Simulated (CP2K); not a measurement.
Two runs for the N K edge of methyl isocyanate. Run A: CP2K XAS_TDP, all-electron GAPW, PBEh(45%), aug-cc-pVDZ, TDA, no relativity. Run B differs in one setting.

First lines with a strength over 0.0015. A:

```
              atom  energy (eV)  states  strength, one atom
N2 (bonded to 2 C)       397.29       1              0.0206
                         398.01       1              0.0352
                         399.91       1              0.0071
                         401.31       1              0.0123
                         401.57       1              0.0031
```

B:

```
              atom  energy (eV)  states  strength, one atom
N2 (bonded to 2 C)       402.07       1              0.0204
                         402.79       1              0.0348
                         404.69       1              0.0070
                         406.09       1              0.0122
                         406.34       1              0.0030
```

Q: Which was it: GW2X switched on, scalar relativity switched on, the functional, the basis?

GW2X switched on. GW2X shifts an atom's lines together and keeps their spacings. Against PBEh(45%) in aug-cc-pVDZ, the leading line moves by +4.78 eV, to 402.07 eV.

[Banner, clock and machine lines of the logs are left out without a mark of their own.]

[Logs are printed without paths, hosts, clocks, repeated set-up lines and the standing remarks that a program may print on its own settings, such as how far it seeks lower states.]

[Hosts, paths, dates, database ids (printed as entryN), source tags and the programs' standing remarks are cut or masked in the printed files.]
